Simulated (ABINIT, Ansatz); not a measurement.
# Quasiparticle gap of MgO2 (R-3m) in ABINIT, part 2 of 3

Wanted: ground state, empty states, screening and self-energy for MgO2 (R-3m).

ABINIT 10.8.3; LDA and many-body steps on it, plane waves. Known limits of the many-body steps: not at the basis limit; coarse k mesh.

So far. Step 2 (Ground state): The gap is direct, at (0.500, 0.500, 0.500).

### Step 3. Bands along the symmetry lines

Level of this step: DFT, LDA, plane waves, norm-conserving pseudopotentials (ABINIT).

Levels along a band path, at the cheap level, show where the edges lie and whether the meshes to come will hold them.

File run.abi:

```
acell 3*1.0 Angstrom
rprim 
  1.604761016024 0.926509204586 3.493978874900
  -1.604761016024 0.926509204586 3.493978874900
  0.000000000000 -1.853018409173 3.493978874900
ntypat 2
znucl 12 8
natom 3
typat 1 2 2
xred 
  0.000000000000 0.000000000000 0.000000000000
  0.428786000000 0.428786000000 0.428786000000
  0.571214000000 0.571214000000 0.571214000000
pp_dirpath "pseudos"
pseudos "Mg.upf, O.upf"
ecut 38
iscf -2
irdden 1
kptopt 0
nkpt 59
kpt 
  0.00000000 0.00000000 0.00000000
  0.06250000 0.06250000 0.06250000
  0.12500000 0.12500000 0.12500000
  0.18750000 0.18750000 0.18750000
  0.25000000 0.25000000 0.25000000
  0.31250000 0.31250000 0.31250000
  0.37500000 0.37500000 0.37500000
  0.43750000 0.43750000 0.43750000
  0.50000000 0.50000000 0.50000000
  0.53580694 0.46419306 0.50000000
  0.57161387 0.42838613 0.50000000
  0.60742081 0.39257919 0.50000000
  0.64322775 0.35677225 0.50000000
  0.67903468 0.32096532 0.50000000
  0.71484162 0.28515838 0.50000000
  0.75064855 0.24935145 0.50000000
  0.78645549 0.21354451 0.50000000
  0.50000000 -0.21354451 0.21354451
  0.50000000 -0.18685145 0.18685145
  0.50000000 -0.16015838 0.16015838
  0.50000000 -0.13346532 0.13346532
  0.50000000 -0.10677225 0.10677225
  0.50000000 -0.08007919 0.08007919
  0.50000000 -0.05338613 0.05338613
  0.50000000 -0.02669306 0.02669306
  0.50000000 0.00000000 0.00000000
  0.43750000 0.00000000 0.00000000
  0.37500000 0.00000000 0.00000000
  0.31250000 0.00000000 0.00000000
  0.25000000 0.00000000 0.00000000
  0.18750000 0.00000000 0.00000000
  0.12500000 0.00000000 0.00000000
  0.06250000 0.00000000 0.00000000
  0.00000000 0.00000000 0.00000000
  0.04459653 -0.04459653 0.00000000
  0.08919307 -0.08919307 0.00000000
  0.13378960 -0.13378960 0.00000000
  0.17838613 -0.17838613 0.00000000
  0.22298266 -0.22298266 0.00000000
  0.26757919 -0.26757919 0.00000000
  0.31217573 -0.31217573 0.00000000
  0.35677226 -0.35677226 -0.00000000
  0.64322774 0.00000000 0.35677226
  0.62532427 0.00000000 0.37467573
  0.60742081 0.00000000 0.39257919
  0.58951734 0.00000000 0.41048266
  0.57161387 0.00000000 0.42838613
  0.55371040 0.00000000 0.44628960
  0.53580693 0.00000000 0.46419307
  0.51790347 0.00000000 0.48209653
  0.50000000 0.00000000 0.50000000
  0.43750000 0.00000000 0.43750000
  0.37500000 0.00000000 0.37500000
  0.31250000 0.00000000 0.31250000
  0.25000000 0.00000000 0.25000000
  0.18750000 0.00000000 0.18750000
  0.12500000 0.00000000 0.12500000
  0.06250000 0.00000000 0.06250000
  0.00000000 0.00000000 0.00000000
istwfk *1
nband 18
nbdbuf 2
tolwfr 1e-08
nstep 40
prtwf 0
prtvol 0
indata_prefix "in"
outdata_prefix "out"
tmpdata_prefix "tmp"
```

Started as:

```console
$ OMP_NUM_THREADS=1 mpirun -n 4 abinit run.abi > log
```

Numbers of over 12 decimals in the logs are rounded to 6 here.

What it wrote:

```text
.Version 10.8.3 of ABINIT. v10.8.2 released Aug 2026.

 Symmetries : space group R-3 m (#166); Bravais hR (rhombohedral)
[... echo of the input left out ...]
== DATASET  1 ==================================================================
-   mpi_nproc: 4, omp_nthreads: 1 (-1 if OMP is not activated)

--- !DatasetInfo
iteration_state: {dtset: 1, }
dimensions: {natom: 3, nkpt: 59, mband: 18, nsppol: 1, nspinor: 1, nspden: 1, mpw: 2385, }
cutoff_energies: {ecut:  38.0, pawecutdg:  -1.0, }
electrons: {nelect:   2.20000000E+01, charge:   0.00000000E+00, occopt:   1.00000000E+00, tsmear:   1.00000000E-02, }

 Real(R)+Recip(G) space primitive vectors, cartesian coordinates (Bohr,Bohr^-1):
 R(1)=  3.0325588  1.7508486  6.6026632  G(1)=  0.1648773  0.0951919  0.0504847
 R(2)= -3.0325588  1.7508486  6.6026632  G(2)= -0.1648773  0.0951919  0.0504847
 R(3)=  0.0000000 -3.5016973  6.6026632  G(3)=  0.0000000 -0.1903839  0.0504847
 Unit cell volume ucvol=  2.1034308E+02 bohr^3
 Angles (23,13,12)=  4.78776427E+01  4.78776427E+01  4.78776427E+01 degrees

 getcut: wavevector=  0.0000  0.0000  0.0000  ngfft=  45  45  45
         ecut(hartree)=     38.000   => boxcut(ratio)=   2.12191

--- Pseudopotential description ------------------------------------------------
- Mg Generated using ONCVPSP code by D. R. Hamann
- 12.00000  10.00000  180309                  znucl, zion, pspdat
12 -1012 1 -1 1510                            pspcod,pspxc,lmax,lloc,mmax
     nproj     2     2     0
  pspatm : epsatm=    9.23542517
         --- l  ekb(1:nproj) -->
             0    2.239033   -0.828749
             1   -6.545315   -2.523783
 pspatm: atomic psp has been read  and splines computed

- O Generated using ONCVPSP code by D. R. Hamann
-  8.00000   6.00000  201201                  znucl, zion, pspdat
12 -1012 2 -1 926                             pspcod,pspxc,lmax,lloc,mmax
     nproj     2     2     1
  pspatm : epsatm=    6.27558587
         --- l  ekb(1:nproj) -->
             0    6.026028    0.816167
[...]
2   -1.033686
 pspatm: atomic psp has been read  and splines computed

--------------------------------------------------------------------------------

================================================================================
 prteigrs : about to open file out_EIG
 Non-SCF case, kpt    1 (  0.00000  0.00000  0.00000), residuals and eigenvalues=
  5.78E-09  9.94E-09  1.43E-09  1.95E-09  4.52E-09  5.70E-09  9.36E-10  7.38E-10
  5.72E-09  1.22E-09  6.94E-09  3.93E-09  5.38E-09  1.65E-09  2.71E-09  8.92E-09
  9.69E-09  1.71E-08
 -2.5560E+00 -1.3596E+00 -1.3585E+00 -1.3585E+00 -6.5640E-01 -4.0422E-01
 -1.6901E-01 -5.0411E-03 -5.0411E-03  8.7391E-02  8.7391E-02  2.7803E-01
  2.8643E-01  5.5165E-01  6.1875E-01  6.5385E-01  6.5385E-01  7.1279E-01
 Non-SCF case, kpt    2 (  0.06250  0.06250  0.06250), residuals and eigenvalues=
[...]
7.51E-09  6.56E-09
[...]
Non-SCF case, kpt    3 (  0.12500  0.12500  0.12500), residuals and eigenvalues=
[...]
Non-SCF case, kpt   58 (  0.06250  0.00000  0.06250), residuals and eigenvalues=
[...]
Non-SCF case, kpt   59 (  0.00000  0.00000  0.00000), residuals and eigenvalues=
[...]
-1.6901E-01 -5.0411E-03 -5.0411E-03  8.7391E-02  8.7391E-02  2.7803E-01
  2.8643E-01  5.5165E-01  6.1875E-01  6.5385E-01  6.5385E-01  7.1279E-01

--- !ResultsGS
iteration_state: {dtset: 1, }
comment   : Summary of ground state results
lattice_vectors:
- [  3.0325588,   1.7508486,   6.6026632, ]
- [ -3.0325588,   1.7508486,   6.6026632, ]
- [  0.0000000,  -3.5016973,   6.6026632, ]
lattice_lengths: [   7.47376,    7.47376,    7.47376, ]
lattice_angles: [ 47.878,  47.878,  47.878, ] # degrees, (23, 13, 12)
lattice_volume:   2.1034308E+02
convergence: {deltae:  0.000E+00, res2:  0.000E+00, residm:  9.977E-09, diffor:  0.000E+00, }
etotal    :  -9.23178579E+01
entropy   :   0.00000000E+00
fermie    :   1.16851079E-01
cartesian_stress_tensor: null
pressure_GPa: null
xred      :
- [  0.0000E+00,   0.0000E+00,   0.0000E+00, Mg]
- [  4.2879E-01,   4.2879E-01,   4.2879E-01,  O]
- [  5.7121E-01,   5.7121E-01,   5.7121E-01,  O]
cartesian_forces: null
force_length_stats: {min: null, max: null, mean: null, }

 Integrated electronic density in atomic spheres:
 ------------------------------------------------
 Atom  Sphere_radius  Integrated_density
[...]
================================================================================

 ----iterations are completed or convergence reached----

 Mean square residual over all n,k,spin=   43.450E-10; max=  99.767E-10
 reduced coordinates (array xred) for    3 atoms
[...]
0.428786000000      0.428786000000      0.428786000000
       0.571214000000      0.571214000000      0.571214000000

 cartesian coordinates (angstrom) at end:
    1      0.000000     0.000000     0.000000
    2     -0.000000    -4.3e-13     4.494508
    3     -0.000000    -5.7e-13     5.987429
 length scales=  1.889726125908  1.889726125908  1.889726125908 bohr
              =  1.000000000000  1.000000000000  1.000000000000 angstroms
 prteigrs : about to open file out_EIG
 Eigenvalues (hartree) for nkpt=  59  k points:
 kpt#   1, nband= 18, wtk=  1.00000, kpt=  0.0000  0.0000  0.0000 (reduced coord)
[...]
kpt#   2, nband= 18, wtk=  1.00000, kpt=  0.0625  0.0625  0.0625 (reduced coord)
[...]
kpt#   3, nband= 18, wtk=  1.00000, kpt=  0.1250  0.1250  0.1250 (reduced coord)
[...]
kpt#  58, nband= 18, wtk=  1.00000, kpt=  0.0625  0.0000  0.0625 (reduced coord)
[...]
0.65492    0.70506
 kpt#  59, nband= 18, wtk=  1.00000, kpt=  0.0000  0.0000  0.0000 (reduced coord)
  -2.55598   -1.35956   -1.35854   -1.35854   -0.65640   -0.40422   -0.16901   -0.00504
  -0.00504    0.08739    0.08739    0.27803    0.28643    0.55165    0.61875    0.65385
   0.65385    0.71279

== END DATASET(S) ==============================================================
================================================================================

 -outvars: echo values of variables after computation  --------
            nband          18
             nkpt          59
          spgroup         166
 [... the other variables as echoed above ...]

 Calculation completed.
```

The job ended after 15 s (4 MPI ranks of Arm Neoverse V1, shared host; peak memory 0.29 GiB; 58 s of CPU time).

This step gave:

| Item | Value |
| --- | --- |
| gap | 2.137 eV |
| k of the valence top | 0.5, 0.5, 0.5 |
| k of the conduction bottom | 0.5, 0.5, 0.5 |
| least direct gap | 2.137 eV |

The gap is 2.137 eV, as in the run before at this level.

The electronic bands at the labelled points (eV, zero at the top of the highest filled band):

| point | band 8 | band 9 | band 10 | band 11 | band 12 | band 13 | band 14 | band 15 |
| --- | --- | --- | --- | --- | --- | --- | --- | --- |
| Γ | -3.32 | -3.32 | -0.80 | -0.80 | 4.39 | 4.61 | 11.83 | 13.66 |
| halfway | -3.60 | -3.60 | -0.37 | -0.37 | 2.97 | 5.45 | 9.33 | 14.00 |
| T | -3.83 | -3.83 | 0.00 | 0.00 | 2.14 | 4.73 | 9.13 | 13.89 |
| halfway | -4.46 | -4.14 | -1.23 | -0.20 | 2.87 | 6.70 | 9.92 | 11.22 |
| H2 | -5.09 | -4.70 | -2.09 | -0.69 | 3.65 | 9.55 | 9.82 | 12.25 |
| jump to H0 | -5.09 | -4.70 | -2.09 | -0.69 | 3.65 | 9.55 | 9.82 | 12.25 |
| halfway | -5.80 | -4.15 | -1.69 | -1.01 | 3.93 | 9.47 | 9.78 | 12.70 |
| L | -6.08 | -3.65 | -1.27 | -1.13 | 3.97 | 8.38 | 9.92 | 12.30 |
| halfway | -4.69 | -3.49 | -1.08 | -1.04 | 4.36 | 6.42 | 11.49 | 12.10 |
| Γ | -3.32 | -3.32 | -0.80 | -0.80 | 4.39 | 4.61 | 11.83 | 13.66 |
| halfway | -4.73 | -3.84 | -1.42 | -1.07 | 4.43 | 7.09 | 11.11 | 13.44 |
| S0 | -5.09 | -4.98 | -1.84 | -0.89 | 3.73 | 9.30 | 10.44 | 12.19 |
| jump to S2 | -5.09 | -4.98 | -1.84 | -0.89 | 3.73 | 9.30 | 10.44 | 12.19 |
| halfway | -5.29 | -4.64 | -2.08 | -0.37 | 3.46 | 8.19 | 10.63 | 12.11 |
| F | -5.40 | -4.33 | -2.19 | -0.12 | 3.33 | 7.56 | 10.72 | 12.09 |
| halfway | -4.38 | -3.89 | -1.56 | -0.41 | 3.89 | 6.69 | 10.92 | 11.51 |
| Γ | -3.32 | -3.32 | -0.80 | -0.80 | 4.39 | 4.61 | 11.83 | 13.66 |

The electronic bands as a text plot (rows in eV, shown from -8.0 to 8.1 only; labels by their first letter):

```
    7.8 |            +           +            +      +++++
    7.1 |                         +          +            +
    6.5 |           +              +       ++              ++
    5.8 |          +                +                        +
    5.1 |++++++ +++                  +    +                   ++
    4.4 |      +                 ++++++++++++++++             +++
    3.8 |++            ++++++++++                ++++    +++++
    3.1 |  ++       +++                              ++++
    2.4 |    +++++++
    1.7 |
    1.1 |
    0.4 |
   -0.3 |  *************                            **********
   -0.9 |**        **   ***********************  ***          ***
   -1.6 |            **    ****              *******      ****
   -2.3 |              ****                         ******
   -3.0 |
   -3.6 |**********          *****************             ******
   -4.3 |         *****  ****       *      ** ***    *********
   -5.0 |      ****   ****        **         ********   ***
   -5.6 |    **    ***    ***   **                   ***
   -6.3 |   *         ****** ***                  ********
   -7.0 |  *                *******           ****        ****
   -7.7 |**                        ***********                ***
         Γ     T       H|H     L        Γ        S|S   F        Γ
```

### Step 4. Empty states on the mesh, 4×4×4 mesh, 112 bands

The sums over transitions need many empty states on a uniform mesh; this step solves for them.

File run.abi:

```
acell 3*1.0 Angstrom
rprim 
  1.604761016024 0.926509204586 3.493978874900
  -1.604761016024 0.926509204586 3.493978874900
  0.000000000000 -1.853018409173 3.493978874900
ntypat 2
znucl 12 8
natom 3
typat 1 2 2
xred 
  0.000000000000 0.000000000000 0.000000000000
  0.428786000000 0.428786000000 0.428786000000
  0.571214000000 0.571214000000 0.571214000000
pp_dirpath "pseudos"
pseudos "Mg.upf, O.upf"
ecut 38
ngkpt 4 4 4
nshiftk 1
shiftk 0 0 0
kptopt 1
chksymbreak 0
irdden 1
istwfk *1
nband 112
prtvol 0
optdriver 6
gwr_task "HDIAGO"
paral_kgb 0
occopt 1
indata_prefix "in"
outdata_prefix "out"
tmpdata_prefix "tmp"
```

What it wrote:

```text
[banner, memory and clock lines left out]
.Version 10.8.3 of ABINIT. v10.8.2 released Aug 2026.

 Symmetries : space group R-3 m (#166); Bravais hR (rhombohedral)
[... echo of the input left out ...]
== DATASET  1 ==================================================================
-   mpi_nproc: 4, omp_nthreads: 1 (-1 if OMP is not activated)

--- !DatasetInfo
iteration_state: {dtset: 1, }
dimensions: {natom: 3, nkpt: 13, mband: 112, nsppol: 1, nspinor: 1, nspden: 1, mpw: 2370, }
cutoff_energies: {ecut:  38.0, pawecutdg:  -1.0, }
electrons: {nelect:   2.20000000E+01, charge:   0.00000000E+00, occopt:   1.00000000E+00, tsmear:   1.00000000E-02, }

.Using double precision arithmetic; gwpc =  8

- Reading GS density from: in_DEN

--- Pseudopotential description ------------------------------------------------
- Mg Generated using ONCVPSP code by D. R. Hamann
- 12.00000  10.00000  180309                  znucl, zion, pspdat
12 -1012 1 -1 1510                            pspcod,pspxc,lmax,lloc,mmax
     nproj     2     2     0
  pspatm : epsatm=    9.23542517
         --- l  ekb(1:nproj) -->
             0    2.239033   -0.828749
             1   -6.545315   -2.523783
 pspatm: atomic psp has been read  and splines computed

- O Generated using ONCVPSP code by D. R. Hamann
-  8.00000   6.00000  201201                  znucl, zion, pspdat
12 -1012 2 -1 926                             pspcod,pspxc,lmax,lloc,mmax
     nproj     2     2     1
  pspatm : epsatm=    6.27558587
         --- l  ekb(1:nproj) -->
             0    6.026028    0.816167
             1   -4.798959   -1.172522
             2   -1.033686
 pspatm: atomic psp has been read  and splines computed

   4.79305132E+02                                ecore*ucvol(ha*bohr**3)

 Total charge density [el/Bohr^3]
)     Maximum=    3.3681E+00  at reduced coord.    0.0000    0.0667    0.9333
)     Minimum=    3.2692E-03  at reduced coord.    0.1778    0.1778    0.1778
   Integrated=    2.2000E+01

 === KS gaps after direct diagonalization ===
 Direct band gap semiconductor
 Fundamental gap:     2.137 (eV)
   VBM:     3.180 (eV) at k: [ 5.0000E-01,  5.0000E-01,  5.0000E-01]
   CBM:     5.317 (eV) at k: [ 5.0000E-01,  5.0000E-01,  5.0000E-01]
 Direct gap:         2.137 (eV) at k: [ 5.0000E-01,  5.0000E-01,  5.0000E-01]

== END DATASET(S) ==============================================================

 -outvars: echo values of variables after computation  --------
           etotal      0.0000000000E+00
            nband         112
             nkpt          13
          spgroup         166
 [... the other variables as echoed above ...]

 Calculation completed.
```

It took 52 s on 4 MPI ranks; peak memory 1.4 GiB.

This step gave:

```
gap                                                           : 2.137 eV
k of the valence top                                          : 0.5, 0.5, 0.5
k of the conduction bottom                                    : 0.5, 0.5, 0.5
least direct gap                                              : 2.137 eV
k points computed                                             : 13
lowest point of the top converged band, above the valence top : 110.2798 eV
```

On this mesh the gap is 2.137 eV.

### Step 5. Screening, 4×4×4 mesh, 104 bands, screening to 217.7 eV

The RPA dielectric matrix is built and inverted for each q.

This step: RPA screening on LDA, plane waves, norm-conserving pseudopotentials.

run.abi, as its differences from that of step 4:

```diff
@@ -21,10 +21,11 @@
 chksymbreak 0
-irdden 1
 istwfk *1
-nband 112
-prtvol 0
-optdriver 6
-gwr_task "HDIAGO"
-paral_kgb 0
 occopt 1
+irdwfk 1
+optdriver 3
+nband 104
+ecuteps 8
+inclvkb 2
+awtr 1
+symchi 1
 indata_prefix "in"
```

What it wrote:

```text
.Version 10.8.3 of ABINIT. v10.8.2 released Aug 2026.

 Symmetries : space group R-3 m (#166); Bravais hR (rhombohedral)
[... echo of the input left out ...]
== DATASET  1 ==================================================================
-   mpi_nproc: 4, omp_nthreads: 1 (-1 if OMP is not activated)

--- !DatasetInfo
iteration_state: {dtset: 1, }
dimensions: {natom: 3, nkpt: 13, mband: 104, nsppol: 1, nspinor: 1, nspden: 1, mpw: 2370, }
cutoff_energies: {ecut:  38.0, pawecutdg:  -1.0, }
electrons: {nelect:   2.20000000E+01, charge:   0.00000000E+00, occopt:   1.00000000E+00, tsmear:   1.00000000E-02, }

 SCREENING: Calculation of the susceptibility and dielectric matrices

 Based on a program developped by R.W. Godby, V. Olevano, G. Onida, and L. Reining.
 Incorporated in ABINIT by V. Olevano, G.-M. Rignanese, and M. Torrent.
.Using double precision arithmetic ; gwpc =  8

[... cell and pseudopotentials left out ...]
--------------------------------------------------------------------------------

 ==== K-mesh for the wavefunctions ====
 Number of points in the irreducible wedge :    13
[... list of points left out ...]
 Together with 12 symmetry operations and time-reversal symmetry
 yields    64 points in the full Brillouin Zone.

 ==== Q-mesh for the screening function ====
 Number of points in the irreducible wedge :    13
[... list of points left out ...]
 Together with 12 symmetry operations and time-reversal symmetry
 yields    64 points in the full Brillouin Zone.

 setmesh: FFT mesh size selected  =    32x   32x   32
          total number of points  =        32768

 vcoul_init : cutoff-mode = AUXILIARY_FUNCTION
 q-points for optical limit:   1
     1)      0.000010    0.000020    0.000030

- screening: taking advantage of time-reversal symmetry
- Maximum band index for partially occupied states nbvw = 11
- Remaining bands to be divided among processors   nbcw = 93
- Number of bands treated by each node ~23

 Number of electrons calculated from density =   22.0000; Expected =   22.0000
 average of density, n =  0.104591
 r_s =    1.3167
 omega_plasma =   31.1963 [eV]

 calculating chi0 at frequencies [eV] :
  1    0.000000E+00    0.000000E+00
  2    0.000000E+00    3.119628E+01

--------------------------------------------------------------------------------
  q-point number  1        q = ( 0.000000, 0.000000, 0.000000) [r.l.u.]
--------------------------------------------------------------------------------
[... chi0 elements left out ...]
 For q-point:  0.000010 0.000020 0.000030
  dielectric constant =   3.4957
  dielectric constant without local fields =   3.8958

  Average fulfillment of the sum rule on Im[epsilon] for q-point    1 :     64.64  [%]
[... wings left out ...]
  q-point number  2        q = ( 0.250000, 0.000000, 0.000000) [r.l.u.]
--------------------------------------------------------------------------------
[... chi0 elements left out ...]
  Average fulfillment of the sum rule on Im[epsilon] for q-point    2 :     75.00  [%]

 [... 11 further q-points ...]
```

Wall time 67 s (4 MPI ranks); peak memory 1.2 GiB.

This step gave:

```yaml
eps_infinity_with_local_fields_on_this_mesh_along_the_program_s_q_direction: 3.496
the_same_without_local_fields: 3.896
plasma_frequency: 31.20 eV
plane_waves_in_the_screening_matrix: 219
```

Local fields lower ε∞ by 10 %. On a Γ-centred mesh this coarse the value itself is usually too large, while a short band sum pulls it down.

(Part 2 of 3 ends here.)

[Paths, hosts, dates, memory and timing lines, banners, echoed tables and standing remarks are left out of the program output.]

[Logs are printed without paths, hosts, clocks, repeated set-up lines and the standing remarks that a program may print on its own settings, such as how far it seeks lower states.]

[Runs of the session that timed out or met a known fault of the program may be left out.]

[Hosts, paths, dates, database ids (printed as entryN), source tags and the programs' standing remarks are cut or masked in the printed files.]

[G0W0 gaps are taken among the corrected bands and points alone; a level outside them can change the order at an edge.]

[Where Ansatz stands beside ABINIT at settings called matched, ABINIT's density can come from a denser mesh and the files from another edition; pairs whose starting gaps differed by over 0.03 eV were left out, so agreement reads better than it is.]
